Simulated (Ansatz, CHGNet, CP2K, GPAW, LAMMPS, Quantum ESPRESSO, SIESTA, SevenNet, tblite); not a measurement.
# Running glassy 53P2O5-24SrO-24Li2O (mol %) (83 atoms) with Quantum ESPRESSO

How near does Quantum ESPRESSO come to plane waves for glassy 53P2O5-24SrO-24Li2O (mol %) (83 atoms)?

Main program and level: Quantum ESPRESSO 7.5; the method is named at each step.

## Step 1: The structure

The cell holds 83 atoms: 18 P, 4 Sr, 8 Li and 53 O. Its edges and angles: a = 10.375 Å, b = 10.375 Å, c = 10.375 Å, α = 90.0°, β = 90.0°, γ = 90.0°. 83 atoms (18 P, 4 Sr, 8 Li, 53 O) placed at random at 2.74 g/cm³, melted at 4000 K for 10 ps at fixed volume with the Morse and Coulomb pair potential with partial charges (Pedone, Malavasi, Menziani, Cormack and Segre, J. Phys. Chem. B 110, 11780 (2006)). Quenched from 4000 K to 300 K at 20 K/ps and fixed volume, held 10 ps at zero pressure, then minimised at fixed cell.

The yardstick, on the same geometry:

* method: Kohn-Sham DFT, PBE, PAW, plane waves (Ansatz 0.2.0); cutoff 420 eV, Γ point, fermi-dirac smearing of 0.05 eV; PAW set soft_2
* r.m.s. force component: 1.226 eV/Å
* longest force: 4.925 eV/Å
* pressure: 2.124 GPa
* gap (highest filled to lowest empty level): 2.263 eV
* SCF cycles: 9
* time: 16 s on 4 threads of Arm Neoverse V1, shared host
* CPU time: 59 s

## Step 2: PBE, sssp-1.3.0-efficiency, 60/480 Ry

Method: Kohn-Sham DFT, PBE, SSSP efficiency 1.3.0 pseudopotentials, plane waves.

pw.in

```
&control
  calculation = 'scf'
  pseudo_dir = './pseudo'
  outdir = './tmp'
  disk_io = 'none'
  tprnfor = .true.
  tstress = .true.
/
&system
  ibrav = 0
  nat = 83
  ntyp = 4
  ecutwfc = 60
  ecutrho = 480
  nosym = .true.
  occupations = 'smearing'
  smearing = 'fd'
  degauss = 0.003675
/
&electrons
  conv_thr = 4.1e-07
  electron_maxstep = 100
  mixing_beta = 0.4
  mixing_mode = 'plain'
  diagonalization = 'david'
/
ATOMIC_SPECIES
P 30.974 P.upf
Sr 87.620 Sr.upf
Li 6.940 Li.upf
O 15.999 O.upf
CELL_PARAMETERS angstrom
10.37499 0.00000 0.00000
0.00000 10.37499 0.00000
0.00000 0.00000 10.37499
ATOMIC_POSITIONS crystal
P 0.68545 0.87853 0.06176
P 0.23862 0.32564 0.71430
P 0.32809 0.73756 0.31561
P 0.07571 0.89582 0.72222
P 0.44601 0.48429 0.61236
P 0.72116 0.09423 0.67390
P 0.54191 0.62391 0.13826
P 0.75912 0.24002 0.26955
P 0.18342 0.34341 0.24855
P 0.44345 0.05481 0.05357
P 0.29621 0.83324 0.90989
P 0.81062 0.77983 0.47585
P 0.94247 0.02288 0.36497
P 0.92685 0.53732 0.83893
P 0.08725 0.84845 0.16888
P 0.99493 0.18032 0.73463
P 0.49865 0.76176 0.70645
P 0.79330 0.80374 0.78221
Sr 0.89625 0.53354 0.21480
Sr 0.65778 0.35152 0.92602
Sr 0.08267 0.57163 0.51727
Sr 0.34159 0.07786 0.44610
Li 0.19554 0.54016 0.00685
Li 0.66633 0.48951 0.39642
Li 0.55298 0.92448 0.45806
Li 0.96416 0.30302 0.03629
Li 0.46995 0.22281 0.79926
Li 0.08156 0.11731 0.03463
Li 0.47428 0.31619 0.34294
Li 0.36784 0.38458 0.00428
O 0.95023 0.85343 0.78798
O 0.99938 0.74002 0.13585
O 0.75343 0.85947 0.93232
O 0.98512 0.19116 0.87917
O 0.50252 0.44990 0.48495
O 0.25845 0.72389 0.99432
O 0.61748 0.20885 0.26647
O 0.02320 0.94480 0.26621
O 0.28666 0.64021 0.41318
O 0.51115 0.41582 0.72339
O 0.24854 0.36760 0.85160
O 0.38051 0.04996 0.18168
O 0.64181 0.55942 0.22020
O 0.67048 0.77443 0.44421
O 0.04609 0.57044 0.76179
O 0.08766 0.42546 0.32299
O 0.66255 0.08980 0.54337
O 0.64231 0.15460 0.77819
O 0.84857 0.12392 0.30961
O 0.51005 0.53721 0.02717
O 0.77129 0.90782 0.17107
O 0.36582 0.95284 0.96780
O 0.44949 0.18404 0.98996
O 0.31630 0.20645 0.68399
O 0.88992 0.67815 0.41148
O 0.09705 0.83262 0.59547
[... 23 atom lines left out ...]
O 0.60598 0.75217 0.08611
O 0.57805 0.98378 0.05140
O 0.78643 0.34875 0.36223
O 0.46256 0.63118 0.64385
K_POINTS gamma
```

On the command line:

```console
$ OMP_NUM_THREADS=1 mpirun -np 4 pw.x -in pw.in > output.txt
```

Log:

```text
Program PWSCF
     gamma-point specific algorithms are used
     one sub-group per band group will be used
     scalapack distributed-memory algorithm (size of sub-group:  2*  2 procs)
     Parallelization info
     sticks:   dense  smooth     PW     G-vecs:    dense   smooth      PW
     Min        3671    1835    458               334535   118247   14770
     Max        3674    1840    462               334538   118250   14774
     Sum       14689    7353   1837              1338145   472993   59085
     bravais-lattice index     =            0
     lattice parameter (alat)  =      19.6059  a.u.
     unit-cell volume          =    7536.3257 (a.u.)^3
     number of atoms/cell      =           83
     number of atomic types    =            4
     number of electrons       =       472.00
     number of Kohn-Sham states=          283
     kinetic-energy cutoff     =      60.0000  Ry
     charge density cutoff     =     480.0000  Ry
     scf convergence threshold =      4.1E-07
     mixing beta               =       0.4000
     number of iterations used =            8  plain     mixing
     Exchange-correlation= SLA  PW   PBX  PBC
                           (   1   4   3   4   0   0   0)
     crystal axes: (cart. coord. in units of alat)
               a(1) = (   1.000000   0.000000   0.000000 )
               a(2) = (   0.000000   1.000000   0.000000 )
               a(3) = (   0.000000   0.000000   1.000000 )
     reciprocal axes: (cart. coord. in units 2 pi/alat)
               b(1) = (  1.000000  0.000000  0.000000 )
               b(2) = (  0.000000  1.000000  0.000000 )
               b(3) = (  0.000000  0.000000  1.000000 )
     PseudoPot. # 1 for P :
     Pseudo is Ultrasoft + core correction, Zval =  5.0
     PseudoPot. # 2 for Sr:
     Pseudo is Ultrasoft + core correction, Zval = 10.0
     PseudoPot. # 3 for Li:
     Pseudo is Ultrasoft, Zval =  3.0
     PseudoPot. # 4 for O :
     Pseudo is Projector augmented-wave + core cor, Zval =  6.0
     atomic species   valence    mass     pseudopotential
     P                 5.00    30.97400     P ( 1.00)
     Sr               10.00    87.62000     Sr( 1.00)
     Li                3.00     6.94000     Li( 1.00)
     O                 6.00    15.99900     O ( 1.00)
     No symmetry found
   Cartesian axes
     number of k points=     1  Fermi-Dirac smearing, width (Ry)=  0.0037
                       cart. coord. in units 2pi/alat
        k(    1) = (   0.0000000   0.0000000   0.0000000), wk =   2.0000000
     Dense  grid:   669073 G-vectors     FFT dimensions: ( 144, 144, 144)
     Smooth grid:   236497 G-vectors     FFT dimensions: ( 100, 100, 100)
     Initial potential from superposition of free atoms
     starting charge     468.2565, renormalised to     472.0000
     negative rho (up, down):  2.574E-01 0.000E+00
     Starting wfcs are  376 randomized atomic wfcs
     Self-consistent Calculation
     iteration #  1     ecut=    60.00 Ry     beta= 0.40
     negative rho (up, down):  2.576E-01 0.000E+00
     total energy              =   -2857.77119366 Ry
     estimated scf accuracy    <      20.28116356 Ry
     iteration #  2     ecut=    60.00 Ry     beta= 0.40
     negative rho (up, down):  2.597E-01 0.000E+00
     total energy              =   -2862.54511693 Ry
     estimated scf accuracy    <       0.97121912 Ry
     iteration #  3     ecut=    60.00 Ry     beta= 0.40
     negative rho (up, down):  2.622E-01 0.000E+00
     total energy              =   -2862.69854234 Ry
     estimated scf accuracy    <       0.41797117 Ry
     iteration #  4     ecut=    60.00 Ry     beta= 0.40
     negative rho (up, down):  2.646E-01 0.000E+00
     total energy              =   -2862.75226948 Ry
     estimated scf accuracy    <       0.07230411 Ry
     iteration #  5     ecut=    60.00 Ry     beta= 0.40
     negative rho (up, down):  2.648E-01 0.000E+00
     total energy              =   -2862.75716879 Ry
     estimated scf accuracy    <       0.01178557 Ry
     iteration #  6     ecut=    60.00 Ry     beta= 0.40
[...]
total energy              =   -2862.75649660 Ry
     estimated scf accuracy    <       0.00284547 Ry
[...]
total energy              =   -2862.75757727 Ry
[...]
total energy              =   -2862.75770875 Ry
[...]
total energy              =   -2862.75774568 Ry
[...]
iteration # 10     ecut=    60.00 Ry     beta= 0.40
[...]
total energy              =   -2862.75775880 Ry
     estimated scf accuracy    <       0.00000843 Ry
     iteration # 11     ecut=    60.00 Ry     beta= 0.40
[...]
total energy              =   -2862.75776363 Ry
     estimated scf accuracy    <       0.00000275 Ry
     iteration # 12     ecut=    60.00 Ry     beta= 0.40
     negative rho (up, down):  2.647E-01 0.000E+00
     End of self-consistent calculation
          k = 0.0000 0.0000 0.0000 ( 29543 PWs)   bands (ev):
   -40.5843 -40.5739 -40.4419 -40.3033 -40.1982 -40.1753 -40.1592 -39.9558
   -30.7642 -30.3726 -29.5106 -29.0926 -20.3002 -19.9835 -19.7792 -19.2402
   -19.1675 -18.9884 -18.9017 -18.7641 -18.6184 -18.3755 -18.1654 -17.9789
   -17.8755 -17.6510 -17.3876 -17.1084 -16.9710 -16.9020 -16.8486 -16.4178
   -16.3722 -16.2569 -16.1247 -15.9757 -15.9031 -15.8119 -15.6561 -15.5864
   -15.5134 -15.4341 -15.2444 -15.1286 -15.1129 -14.9934 -14.9775 -14.8706
[...]
10.1929  10.2846  10.3321  10.3990  10.4247  10.5163  10.5793  10.5951
    10.6551  10.7174  10.7584  10.8147  10.8772  10.9278  10.9518  11.0266
    11.0604  11.1134  11.1657  11.2306  11.2774  11.3001  11.3958  11.4624
    11.4776  11.5489  11.5969
     the Fermi energy is     5.3195 ev
!    total energy              =   -2862.75776389 Ry
     estimated scf accuracy    <       0.00000024 Ry
     smearing contrib. (-TS)   =      -0.00000000 Ry
     internal energy E=F+TS    =   -2862.75776389 Ry
     The total energy is F=E-TS. E is the sum of the following terms:
     one-electron contribution =   -1284.85764865 Ry
     hartree contribution      =     865.78413110 Ry
     xc contribution           =    -583.29228981 Ry
     ewald contribution        =   -1356.73418877 Ry
     one-center paw contrib.   =    -503.65776775 Ry
     convergence has been achieved in  12 iterations
     negative rho (up, down):  2.647E-01 0.000E+00
     Forces acting on atoms (cartesian axes, Ry/au):
     atom    1 type  1   force =     0.04195453   -0.00983844    0.07626355
     atom    2 type  1   force =     0.10974042   -0.07605018    0.12780606
     atom    3 type  1   force =    -0.00204188    0.01920606    0.08912496
     atom    4 type  1   force =    -0.09594905   -0.07226264   -0.08570805
     atom    5 type  1   force =     0.11698649   -0.10282903    0.06473059
     atom    6 type  1   force =    -0.06638004   -0.09074175    0.00932159
[...]
atom   81 type  4   force =     0.01540380    0.03476205   -0.03598947
     atom   82 type  4   force =     0.02087519    0.06118775    0.04457954
     atom   83 type  4   force =    -0.03492730    0.02305200   -0.02713783
     Total force =     0.761904     Total SCF correction =     0.001425
     Computing stress (Cartesian axis) and pressure
     negative rho (up, down):  2.647E-01 0.000E+00
          total   stress  (Ry/bohr**3)                   (kbar)     P=       26.93
   0.00023087  -0.00001017   0.00001827           33.96       -1.50        2.69
  -0.00001017   0.00012437   0.00002200           -1.50       18.30        3.24
   0.00001827   0.00002200   0.00019402            2.69        3.24       28.54
     Message from routine punch:
     Nothing written, as per user request (disk_io='none')
```

Run time: 2.9 min. Hardware: 4 MPI ranks of Arm Neoverse V1, shared host; peak memory 3.4 GiB.

Banners, paths, timers and routine set-up lines are dropped from the logs unmarked, and long logs keep their key lines alone; longer cuts are marked.

Against the reference:

```yaml
r_m_s_force_component: 1.241 eV/Å
r_m_s_difference_of_force_components: 93.63 meV/Å
longest_difference_of_force_vectors: 291.5 meV/Å
force_difference_over_r_m_s_force: 7.637 %
slope_of_forces_against_the_reference_s: 1.01
correlation_of_force_components: 0.9972
spacing_of_highest_filled_and_lowest_empty_level: 2.265 eV
gap_difference: 0.0022 eV
pressure: 2.693 GPa
pressure_difference: 0.5691 GPa
```

Length of the force difference by element (eV/Å):

```tsv
element	atoms	mean	most
Li	8	0.0043	0.0081
O	53	0.16	0.29
P	18	0.12	0.17
Sr	4	0.0065	0.0094
```

Levels nearest the highest filled one (eV from it): -1.21, -1.13, -1.06, -1.00, -0.95, -0.91, -0.70, -0.65, -0.48, -0.41, -0.33, 0.00, 2.27, 3.27, 3.91, 4.03, 4.38, 4.67, 4.84, 4.85, 4.97, 5.05, 5.17, 5.27.

A closer look about P2, which bears the longest force: 9 atoms, nearest first, numbered in the order of the input, with positions taken from that point.

```tsv
atom	x	y	z	distance (Å)	bonds	Fx	Fy	Fz (eV/Å)
P2	0.00	0.00	0.00	0.00	4	2.82	-1.96	3.29
O41	0.10	0.44	1.42	1.49	2	-0.07	0.61	1.02
O54	0.81	-1.24	-0.31	1.51	3	0.51	-1.01	-0.94
O75	0.65	1.14	-0.86	1.57	3	-2.76	2.20	-2.43
O76	-1.49	-0.45	-0.26	1.58	2	-2.09	1.02	-2.73
Li27	2.40	-1.07	0.88	2.77	4	-0.46	-0.60	-0.89
P5	2.15	1.65	-1.06	2.91	4	3.01	-2.64	1.66
P16	-2.53	-1.51	0.21	2.95	4	-1.04	-1.53	3.75
O40	2.83	0.94	0.09	2.98	3	0.49	-0.47	1.21
```

Forces lie 7.6 % from the reference's, at 12 times its CPU time.

## Step 3: What came out

* force difference from the reference: QE PBE, sssp-1.3.0-efficiency, 60/480 Ry, 7.6 %
* its CPU time: 11 min

**Reading.** PBE on plane waves or a grid with other potentials, cutoffs or grids differs from the reference by 7.6 % (QE PBE, sssp-1.3.0-efficiency, 60/480 Ry) of the r.m.s. force; potentials, valence shells or grid differ, and the table alone doesn't part them (QE's 60 Ry are 816 eV, against the reference's 420 eV). PBE gaps agree with the reference's 2.26 eV within 0.003 eV. In our tests on small cells the SSSP efficiency potentials stood apart from two norm-conserving sets, for C–F bonds most and for P–O bonds less, so differences between them and other runs here needn't be the other run's error. The quench rate of 20 K/ps is many orders above laboratory rates, so the cell is likely richer in defects and strain than a real sample. The network of bonds at the start is that of the classical potential that made the cell, and needn't be the one that DFT or experiment would give. The reference's pressure of 2.1 GPa belongs to a cell and atoms that aren't relaxed at this level. The electronic-structure runs sample only Γ, in a cell whose shortest periodic width is 10 Å.

[Also dropped from logs without a mark: logging warnings of Python, and SIESTA's first energy breakdown and zero terms.]

[Logs are printed without paths, hosts, clocks, repeated set-up lines and the standing remarks that a program may print on its own settings, such as how far it seeks lower states.]

[Hosts, paths, dates, database ids (printed as entryN), source tags and the programs' standing remarks are cut or masked in the printed files.]
